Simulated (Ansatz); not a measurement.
# BAs (F-43m): zone-centre modes under pressure

Aim: how do the optical modes of BAs (F-43m) move with volume?

Main program and level: Ansatz 0.2.0; DFT LDA, scalar-relativistic, plane waves, PAW; PAW set soft_1.

### Step 1. The starting structure

The structure is cubic, space group F-43m (No. 216). The conventional cell has a = 4.777 Å, b = 4.777 Å, c = 4.777 Å, α = 90.00°, β = 90.00°, γ = 90.00°. Nearest to B lie 4 As at 2.07 Å. As has 4 B at 2.07 Å nearest. Farther neighbours are not listed.

### Step 2. Relaxation

Harmonic phonons are second derivatives at a point where the forces vanish, and they are wanted at zero stress, so atoms and cell are relaxed first.

Input file input.yaml:

```yaml
crystal:
  lattice:
    - [0.0, 2.3885, 2.3885]
    - [2.3885, 0.0, 2.3885]
    - [2.3885, 2.3885, 0.0]
  atoms:
    - { symbol: B, position: [0.0, 0.0, 0.0] }
    - { symbol: As, position: [0.75, 0.75, 0.75] }
kpoints:
  mp_grid: { grid: [10, 10, 10] }
hamiltonian:
  xc: lda
  pseudopotentials: { kind: paw, azcp: { folder: soft_1 }, xc_functional: pbe }
scf:
  occupations: { method: gaussian, width: 0.02 }
output:
  forces: true
  stress: true
  eigenvalues: true
  write_density: true
  write_potential: true
  elf: true
  volumetric_format: npy
relax:
  adjacent_minimum: "off"
  f_tol: 0.005
  max_steps: 80
  cell: { stress_tol: 0.05 }
```

Started as:

```
$ ansatz run input.yaml --threads 4 --pin off --max-ram 10240MiB --backend cpu --events-out ev --progress --plain --runs-dir out
```

Numbers of over 12 decimals in the logs are rounded to 6 here.

Output:

```text
Engine: ansatz 0.2.0, x86_64-unknown-linux-gnu
Pseudopotentials: kind: paw
Pseudopotential: B, paw, valence charge 3, recommended cutoff 420 eV (normal), soft_1/B.paw.azcp
Pseudopotential: As, paw, valence charge 15, recommended cutoff 420 eV (normal), soft_1/As.paw.azcp
Functional definition: SPW92
  exchange = slater_x
  correlation = pw_c
Crystal: 2 atoms, lattice volume = 27.252 Å³
Basis set: ecut = 420 eV, 531 PW (Γ)
Bands: 13, of which v1, the nominal top of the filled ones, is band 9 counted from 1 (8 counted from 0)
Symmetry: 24 space group operations
Space group: F-43m (ITA 216), of the structure as read, at distance tolerance 3.0e-5 Å
k-points: 47 of 1000 (time reversal used)
Non-local potential: B, projectors of the file, l = 0: 2, l = 1: 2, l = 2: 1
Non-local potential: As, projectors of the file, l = 0: 2, l = 1: 2, l = 2: 3, l = 3: 1
PAW form: soft (Blöchl's): semilocal exchange-correlation on the pseudo side does not see the compensation charge
PAW frozen core: B, regenerated for the run's functional, and the local potential with it (the file was generated under x = pbe(κ = 0.804, μ = 0.219515), c = pbe(β = 0.066725))
PAW frozen core: As, regenerated for the run's functional, and the local potential with it (the file was generated under x = pbe(κ = 0.804, μ = 0.219515), c = pbe(β = 0.066725))
PAW one-centre angular grid: B, 110 points (default); XC on 64 Gauss nodes
PAW one-centre angular grid: As, 590 points (default); XC on 64 Gauss nodes
Initial density: superposition of atomic densities (chi_scale 0.1, normalization cell, long waves kept (reshape's long-wave potential 0.00 eV rms))
Initial wavefunctions: pseudopotential atomic-orbital guess
Functional: x = slater, c = lda
SCF iter   1: F=—  HF=-4924.176126 eV  |F-HF|=—  |Δ(HF+E_count)|=         —  Δρ=7.48e-2  dr2=1.97e0  ethr=3.10e-3  ⟨swp⟩=5.7  Hψ=3445  notcnv=0
preconditioner: auto → none  [insulator: Δε(μ)=1.776 eV  Ē_g=12.423 eV  σ=0.020 eV  W_gap=1.00  n_scr=8 (ndim 8)  ℏωp=20.1 eV  f_vac=0.000  D(μ)=0.00/eV (n_scr^D=0)  ε∞_Penn≈3.6]
SCF iter   2: F=—  HF=-4923.572552 eV  |F-HF|=—  |Δ(HF+E_count)|=   6.04e-1  Δρ=2.49e-2  dr2=1.50e-1  ethr=3.10e-3  ⟨swp⟩=2.9  Hψ=1397  notcnv=0
SCF iter   3: F=—  HF=-4923.530083 eV  |F-HF|=—  |Δ(HF+E_count)|=   4.25e-2  Δρ=1.01e-2  dr2=1.90e-2  ethr=8.34e-4  ⟨swp⟩=2.1  Hψ=966  notcnv=0
SCF iter   4: F=—  HF=-4923.526539 eV  |F-HF|=—  |Δ(HF+E_count)|=   3.54e-3  Δρ=4.29e-3  dr2=3.90e-3  ethr=1.06e-4  ⟨swp⟩=2.7  Hψ=1172  notcnv=0
SCF iter   5: F=—  HF=-4923.525287 eV  |F-HF|=—  |Δ(HF+E_count)|=   1.25e-3  Δρ=1.03e-3  dr2=1.92e-4  ethr=2.17e-5  ⟨swp⟩=2.9  Hψ=1196  notcnv=0
SCF iter   6: F=—  HF=-4923.525253 eV  |F-HF|=—  |Δ(HF+E_count)|=   3.32e-5  Δρ=1.26e-4  dr2=2.39e-6  ethr=1.07e-6  ⟨swp⟩=2.2  Hψ=1041  notcnv=0
SCF iter   7: F=—  HF=-4923.525253 eV  |F-HF|=—  |Δ(HF+E_count)|=   2.84e-8  Δρ=6.70e-6  dr2=7.12e-9  ethr=5.56e-10  ⟨swp⟩=6.6  Hψ=3805  notcnv=0
SCF iter   8: F=-4923.525253 eV  HF=-4923.525253 eV  |F-HF|=6.37e-12  |Δ(HF+E_count)|=   1.28e-9  Δρ=3.28e-7  dr2=1.41e-11  ethr=3.95e-11  ⟨swp⟩=5.0  Hψ=2949  notcnv=0
SCF 1 converged in 8 iterations: F = -4923.525253 eV  dr2 = 1.41e-11
  greatest PAW one-centre occupation: 0.999 electrons in one spin orbital (limit 2), on the As atom at site 1 (counted from 0), in its partial waves of l = 2
relax step   1: F+E_penalty+E_count = -4923.52525330 eV  Δ(F+E_penalty+E_count) = +0.000e0 eV  max|allowed force component| = 2.521e-16 eV/Å  Δτ_max = 0.0000 Å  P = -3.962 GPa  Ω = 27.252 Å³  (8 SCF iters, accepted)
Crystal: 2 atoms, lattice volume = 26.690 Å³
Initial density: handed on by an earlier stage of this run
Initial wavefunctions: those handed on with the density
iter 1 solved again at ethr=2.43e-5 eV; its pass at ethr=3.10e-3 eV (dr2=4.38e-3 eV) is discarded
SCF iter   1: F=—  HF=-4923.536066 eV  |F-HF|=—  |Δ(HF+E_count)|=         —  Δρ=3.34e-3  dr2=4.41e-3  ethr=2.43e-5  ⟨swp⟩=1.1  Hψ=4139  notcnv=0
preconditioner: auto → none  [insulator: Δε(μ)=1.138 eV  Ē_g=12.506 eV  σ=0.020 eV  W_gap=1.00  n_scr=8 (ndim 8)  ℏωp=20.3 eV  f_vac=0.000  D(μ)=0.00/eV (n_scr^D=0)  ε∞_Penn≈3.6]
SCF iter   2: F=—  HF=-4923.534630 eV  |F-HF|=—  |Δ(HF+E_count)|=   1.44e-3  Δρ=7.97e-4  dr2=2.13e-4  ethr=2.43e-5  ⟨swp⟩=2.4  Hψ=975  notcnv=0
SCF iter   3: F=—  HF=-4923.534560 eV  |F-HF|=—  |Δ(HF+E_count)|=   7.01e-5  Δρ=2.69e-4  dr2=2.15e-5  ethr=1.18e-6  ⟨swp⟩=2.5  Hψ=924  notcnv=0
SCF iter   4: F=—  HF=-4923.534555 eV  |F-HF|=—  |Δ(HF+E_count)|=   5.10e-6  Δρ=7.99e-5  dr2=1.98e-6  ethr=1.20e-7  ⟨swp⟩=2.1  Hψ=1032  notcnv=0
SCF iter   5: F=-4923.534555 eV  HF=-4923.534555 eV  |F-HF|=2.07e-8  |Δ(HF+E_count)|=   5.17e-7  Δρ=1.75e-5  dr2=5.19e-8  ethr=1.11e-9  ⟨swp⟩=8.9  Hψ=4272  notcnv=0
SCF 2 converged in 5 iterations: F = -4923.534555 eV  dr2 = 5.19e-8
  Residual-converged pass: ⟨swp⟩=1.1  Hψ=802  notcnv=0  max |occ|·‖R‖ = 7.0e-9 eV (tolerance 1.0e-8 eV)  dr2=5.19e-8  dr2_onsite=2.27e-8  max |Δocc| = 0.0e0
relax step   2: F+E_penalty+E_count = -4923.53455472 eV  Δ(F+E_penalty+E_count) = -9.301e-3 eV  max|allowed force component| = 6.708e-17 eV/Å  Δτ_max = 0.0000 Å  P = -1.101 GPa  Ω = 26.690 Å³  energy of the carried Pulay correction = +3.259e-4 eV  (5 SCF iters, dr2 threshold 2.00e-7 eV, accepted)
Crystal: 2 atoms, lattice volume = 26.480 Å³
iter 1 solved again at ethr=3.66e-6 eV; its pass at ethr=3.10e-3 eV (dr2=6.58e-4 eV) is discarded
SCF iter   1: F=—  HF=-4923.535598 eV  |F-HF|=—  |Δ(HF+E_count)|=         —  Δρ=1.29e-3  dr2=6.54e-4  ethr=3.66e-6  ⟨swp⟩=1.4  Hψ=3810  notcnv=0
preconditioner: auto → none  [insulator: Δε(μ)=1.115 eV  Ē_g=12.570 eV  σ=0.020 eV  W_gap=1.00  n_scr=8 (ndim 8)  ℏωp=20.4 eV  f_vac=0.000  D(μ)=0.00/eV (n_scr^D=0)  ε∞_Penn≈3.6]
SCF iter   2: F=—  HF=-4923.535383 eV  |F-HF|=—  |Δ(HF+E_count)|=   2.15e-4  Δρ=3.02e-4  dr2=2.97e-5  ethr=3.63e-6  ⟨swp⟩=2.0  Hψ=948  notcnv=0
SCF iter   3: F=—  HF=-4923.535373 eV  |F-HF|=—  |Δ(HF+E_count)|=   9.39e-6  Δρ=1.05e-4  dr2=3.17e-6  ethr=1.65e-7  ⟨swp⟩=2.4  Hψ=914  notcnv=0
SCF iter   4: F=—  HF=-4923.535373 eV  |F-HF|=—  |Δ(HF+E_count)|=   6.37e-7  Δρ=3.35e-5  dr2=3.53e-7  ethr=1.76e-8  ⟨swp⟩=2.1  Hψ=1035  notcnv=0
SCF iter   5: F=-4923.535372 eV  HF=-4923.535372 eV  |F-HF|=3.07e-9  |Δ(HF+E_count)|=   9.86e-8  Δρ=7.51e-6  dr2=1.04e-8  ethr=1.11e-9  ⟨swp⟩=8.4  Hψ=4006  notcnv=0
SCF 3 converged in 5 iterations: F = -4923.535372 eV  dr2 = 1.04e-8
relax step   3: F+E_penalty+E_count = -4923.53537246 eV  Δ(F+E_penalty+E_count) = -8.177e-4 eV  max|allowed force component| = 7.459e-17 eV/Å  Δτ_max = 0.0000 Å  P = +0.050 GPa  Ω = 26.480 Å³  energy of the carried Pulay correction = +4.495e-4 eV  (5 SCF iters, dr2 threshold 2.00e-7 eV, accepted)
Initial wavefunctions: pseudopotential atomic-orbital guess (no wavefunctions were taken with the density)
iter 1 solved again at ethr=4.95e-8 eV; its pass at ethr=3.10e-3 eV (dr2=8.91e-6 eV) is discarded
SCF iter   1: F=—  HF=-4923.534962 eV  |F-HF|=—  |Δ(HF+E_count)|=         —  Δρ=5.10e-5  dr2=1.07e-7  ethr=4.95e-8  ⟨swp⟩=3.0  Hψ=5176  notcnv=0
preconditioner: auto → none  [insulator: Δε(μ)=1.105 eV  Ē_g=12.569 eV  σ=0.020 eV  W_gap=1.00  n_scr=8 (ndim 8)  ℏωp=20.4 eV  f_vac=0.000  D(μ)=0.00/eV (n_scr^D=0)  ε∞_Penn≈3.6]
SCF iter   2: F=—  HF=-4923.534962 eV  |F-HF|=—  |Δ(HF+E_count)|=   3.40e-7  Δρ=2.60e-5  dr2=3.28e-8  ethr=5.93e-10  ⟨swp⟩=2.0  Hψ=930  notcnv=0
SCF iter   3: F=—  HF=-4923.534962 eV  |F-HF|=—  |Δ(HF+E_count)|=   2.05e-8  Δρ=6.27e-6  dr2=3.73e-9  ethr=1.82e-10  ⟨swp⟩=2.6  Hψ=803  notcnv=0
SCF iter   4: F=—  HF=-4923.534962 eV  |F-HF|=—  |Δ(HF+E_count)|=  1.91e-10  Δρ=1.21e-6  dr2=1.17e-10  ethr=2.07e-11  ⟨swp⟩=2.0  Hψ=1026  notcnv=0
SCF iter   5: F=-4923.534962 eV  HF=-4923.534962 eV  |F-HF|=6.37e-12  |Δ(HF+E_count)|=  4.73e-11  Δρ=2.80e-7  dr2=3.32e-12  ethr=1.00e-12  ⟨swp⟩=5.3  Hψ=2288  notcnv=0
SCF 4 converged in 5 iterations: F = -4923.534962 eV  dr2 = 3.32e-12
relax step   4: F+E_penalty+E_count = -4923.53496194 eV  Δ(F+E_penalty+E_count) = +4.105e-4 eV  max|allowed force component| = 4.857e-17 eV/Å  Δτ_max = 0.0000 Å  P = +0.030 GPa  Ω = 26.480 Å³  stress off target by 3.05e-2 GPa  SCF on the basis re-selected at this cell (its energy is not comparable with the rows above)  (5 SCF iters)
basis re-selected at this cell: Δ(F+E_penalty+E_count) = +4.105e-4 eV, ΔP = -0.019 GPa vs the last step (what re-selecting the basis moved, of the pressure what is left beyond the Pulay correction that the steps carried, after the strain that the cell walked since its last selection, with what the two solves' SCF thresholds leave and, on support functions, any second-order correction that the steps lacked; it is no m [...]
SCF converged after 5 iterations
Free energy (F): -4923.534962 eV
Harris-Foulkes:  -4923.534962 eV  (|F-HF|=6.37e-12)
Internal energy: -4923.534962 eV  (E = F + TS)
E sigma→0 (E₀):  -4923.534962 eV
Fermi energy:    11.416130 eV
--- Per-component energies (eV) ---
  E_band       = -217.307685
  E_kinetic    = 148.596173
  E_local      = -1936.323069  (includes V_loc(G=0)·N_el)
  E_nonlocal   = -380.006015
  E_hartree    = 1093.291992
  E_xc         = -103.486033
  E_vxc        = -113.376946  (∫ρ·V_xc dr)
  E_paw        = -2005.330855  (= ΣΔE_a)
  E_vpaw       = -122.781747  (= ΣTr[D̂ρ^β])
  E_aug_tail   = -0.000004  (compensation charges beyond the density's cutoff)
  E_ewald      = -1742.398214
  E_core_change = 2.121063  (= ΣΔE_core)
  E_smearing   = -0.000000  (= −TS)
  E_closure    = -0.000000  (closes the sum)
  Σ components = -4923.534962   (vs F -4923.534962, Δ=0.00e0)
--- Forces (eV/Å), atoms counted from 1 ---
  atom   1  B     -0.00000000     0.00000000     0.00000000
  atom   2  As     0.00000000     0.00000000     0.00000000
  max |Σ_I F_I| component: 1.43e-16 eV/Å
--- Stress (GPa, compression-positive) ---
        0.030479       0.000000      -0.000000
        0.000000       0.030479       0.000000
        0.000000       0.000000       0.030479
  P = ⅓ Tr σ = 0.0305 GPa (0.305 kbar)
--- Band table (eV; the first three rows and the last of 47) ---
  k-point 0: bands = [... 5 lower, -4.7887, 10.8638, 10.8638, 10.8638, 14.1535, 14.1535, 14.1535, 15.8767]
  k-point 1: bands = [... 5 lower, -4.6210, 9.4565, 10.5528, 10.5528, 14.3424, 14.5618, 14.5618, 16.6913]
  k-point 2: bands = [... 5 lower, -4.1257, 7.0528, 9.9637, 9.9637, 14.1777, 15.2925, 15.2925, 18.2135]
  k-point 46: bands = [... 5 lower, -0.3715, 2.7436, 5.3306, 5.5883, 15.3778, 15.7239, 18.8422, 18.8445]
--- Relaxed structure (3 steps of the walk, 3 accepted, 1 SCFs on fresh bases) ---
  F+E_penalty+E_count = -4923.53496194 eV   max|allowed force component| = 4.857e-17 eV/Å   (the final SCF, on the basis selected at the relaxed cell)
  cell:  # Å, volume = 26.4799 Å³
    - [0, 2.365713, 2.365713]
    - [2.365713, 0, 2.365713]
    - [2.365713, 2.365713, 0]
  atoms:
    - { symbol: B, position: [0, 0, 0] }
    - { symbol: As, position: [0.750000, 0.750000, 0.750000] }
```

Run time: 1.9 s. Hardware: 4 threads of INTEL XEON PLATINUM 8581C at 2.30GHz (Emerald Rapids), shared host; peak memory 0.37 GiB; 6.3 s of CPU time.

Relaxation path:

| step | energy less that of the first step (eV) | largest force component (eV/Å) | pressure (GPa) | volume (Å³) |
| --- | --- | --- | --- | --- |
| 1 | 0.0000 | 0.0000 | -3.96 | 27.25 |
| 2 | -0.0093 | 0.0000 | -1.10 | 26.69 |
| 3 | -0.0101 | 0.0000 | 0.05 | 26.48 |
| 4* | -0.0097 | 0.0000 | 0.03 | 26.48 |

Relaxation steps marked * repeat the geometry before them on a plane-wave basis chosen anew for their cell, so energy and pressure can jump there.

The run keeps the 24 symmetry operations that it works with, so distortions that break them were not tested.

| conventional cell, symmetrised | before | after | change |
| --- | --- | --- | --- |
| a (Å) | 4.777 | 4.731 | -1.0 % |
| b (Å) | 4.777 | 4.731 | -1.0 % |
| c (Å) | 4.777 | 4.731 | -1.0 % |
| volume (Å³/atom) | 13.63 | 13.24 | -2.8 % |

Final coordinates:

```
B As
1.0
     0.00000    2.36571    2.36571
     2.36571    0.00000    2.36571
     2.36571    2.36571    0.00000
B As
1 1
Direct
  0.00000 0.00000 0.00000
  0.75000 0.75000 0.75000
```

Numbers from this step:

- pressure: 0.03048 GPa
- gap on the k-mesh: 1.105 eV
- volume per atom: 13.24 Å³

ELF in the ac plane of a cell with a along [110], b along [-110] and c along [001] of the cube at fractional y = 0.000, with atoms of B and As within 0.2 Å of it. It is the smooth field of the valence electrons, not physical close to the nuclei.

Values, 7 rows by 16 columns, each cell a mean:
```
0.32 0.44 0.40 0.23 0.19 0.33 0.46 0.36 0.32 0.44 0.40 0.23 0.19 0.33 0.46 0.36
0.46 0.32 0.12 0.03 0.02 0.07 0.24 0.42 0.46 0.32 0.12 0.03 0.02 0.07 0.24 0.42
0.10 0.07 0.06 0.08 0.09 0.07 0.06 0.09 0.10 0.07 0.06 0.08 0.09 0.07 0.06 0.09
0.03 0.11 0.31 0.46 0.48 0.38 0.18 0.05 0.03 0.11 0.31 0.46 0.48 0.38 0.18 0.05
0.19 0.39 0.50 0.34 0.28 0.46 0.47 0.26 0.19 0.39 0.50 0.34 0.28 0.46 0.47 0.26
0.59 0.76 0.65 0.27 0.18 0.50 0.76 0.67 0.59 0.76 0.65 0.27 0.18 0.50 0.76 0.67
0.22 0.67 0.79 0.62 0.56 0.73 0.79 0.38 0.22 0.67 0.79 0.62 0.56 0.73 0.79 0.38
```
Columns run along a (6.7 Å), rows up along c (4.7 Å), edges of the conventional cell, whose origin can differ from the input's. Atoms in or near the plane, at fractional coordinates: B at (0.50, 0.00), B at (0.00, 0.00), As at (0.75, 0.25), As at (0.25, 0.25).

Valence density in the ac plane of a cell with a along [110], b along [-110] and c along [001] of the cube at fractional y = 0.000, with atoms of B and As within 0.2 Å of it. It is the smooth field of the valence electrons, not physical close to the nuclei.

Ten steps, logarithmic in the rise over the least value, from '0' (0 e/Å³) to '9' (36 e/Å³), each cell a mean:
```
2110000122211000112
1100000011110000011
1000000001100000001
0000000000000000000
0000000000000000000
0000000000000000000
0000110000000111000
0012331100001232100
0014774100012686210
0126996210113898311
1124774211123686321
2222332222222232222
1221111221221111122
```
Columns run along a (6.7 Å), rows up along c (4.7 Å), edges of the conventional cell, whose origin can differ from the input's. Atoms in or near the plane, at fractional coordinates: B at (0.50, 0.00), B at (0.00, 0.00), As at (0.75, 0.25), As at (0.25, 0.25).

Electrostatic potential energy in the ac plane of a cell with a along [110], b along [-110] and c along [001] of the cube at fractional y = 0.000, with atoms of B and As within 0.2 Å of it. With pseudopotentials it is smooth inside the atoms' cores, unlike the true potential.

Values in eV, 7 rows by 16 columns, each cell a mean:
```
-21  -5  10  13  13  12   3 -17 -21  -5  10  13  13  12   3 -17
 10  12  13  14  14  14  12  10  10  12  13  14  14  14  12  10
 13  13  13  13  13  13  13  13  13  13  13  13  13  13  13  13
 13  12   9   5   4   7  12  13  13  12   9   5   4   7  12  13
 12   8  -5   6  11  -3   3  11  12   8  -5   6  11  -3   3  11
  6   5  -5  14  18   1   0   6   6   5  -5  14  18   1   0   6
-28 -11   3   0  -1   2  -2 -25 -28 -11   3   0  -1   2  -2 -25
```
Columns run along a (6.7 Å; values clipped at the 3rd and 97th percentile), rows up along c (4.7 Å), edges of the conventional cell, whose origin can differ from the input's. Atoms in or near the plane, at fractional coordinates: B at (0.50, 0.00), B at (0.00, 0.00), As at (0.75, 0.25), As at (0.25, 0.25).

In this step the volume went from 13.63 to 13.24 Å³/atom.

### Step 3. Tight relaxation

Phonons need small forces and stress, so the relaxation is finished with tight tolerances on 12×12×12 k points.

Input file input.yaml:

```yaml
crystal:
  lattice:
    - [0.0, 2.3657126983, 2.3657126983]
    - [2.3657126983, 0.0, 2.3657126983]
    - [2.3657126983, 2.3657126983, 0.0]
  atoms:
    - { symbol: B, position: [0.0, 0.0, 0.0] }
    - { symbol: As, position: [0.75, 0.75, 0.75] }
kpoints:
  mp_grid: { grid: [12, 12, 12] }
hamiltonian:
  xc: lda
  pseudopotentials: { kind: paw, azcp: { folder: soft_1 }, xc_functional: pbe }
scf:
  occupations: { method: fixed }
output:
  forces: true
  stress: true
  eigenvalues: true
relax:
  adjacent_minimum: "off"
  f_tol: 0.001
  max_steps: 60
  cell: { stress_tol: 0.01 }
```

Output:

```text
[...]
Crystal: 2 atoms, lattice volume = 26.480 Å³
Basis set: ecut = 420 eV, 531 PW (Γ)
Bands: 13, of which v1, the nominal top of the filled ones, is band 9 counted from 1 (8 counted from 0)
Symmetry: 24 space group operations
[...]
k-points: 72 of 1728 (time reversal used)
[...]
k-point 71: bands = [... 5 lower, -0.3559, 2.8085, 5.1897, 5.4934, 16.0706, 16.8735, 17.6338, 18.0903]
--- Relaxed structure (2 steps of the walk, 2 accepted, 1 SCFs on fresh bases) ---
[...]
cell:  # Å, volume = 26.4839 Å³
    - [0, 2.365831, 2.365831]
    - [2.365831, 0, 2.365831]
    - [2.365831, 2.365831, 0]
  atoms:
    - { symbol: B, position: [0, 0, 0] }
    - { symbol: As, position: [0.750000, 0.750000, 0.750000] }
[key lines of the parts left out:]
SCF converged after 5 iterations
Free energy (F): -4923.535284 eV
Fermi energy:    10.861210 eV
P = ⅓ Tr σ = 0.0091 GPa (0.091 kbar)
```

It took 1.6 s on 4 threads; peak memory 0.39 GiB.

Little changed from the start: no atom moved by 0.005 Å and no cell edge by 0.1 %.

Numbers from this step:

- pressure: 0.009107 GPa
- gap on the k-mesh: 1.111 eV

The forces vanish by symmetry and the pressure is 0.009 GPa, within the tolerances set. The cell now holds 13.24 Å³/atom.

[end of part 1 of 3]

[Logs are printed without paths, hosts, clocks, repeated set-up lines and the standing remarks that a program may print on its own settings, such as how far it seeks lower states.]

[Hosts, paths, dates, database ids (printed as entryN), source tags and the programs' standing remarks are cut or masked in the printed files.]
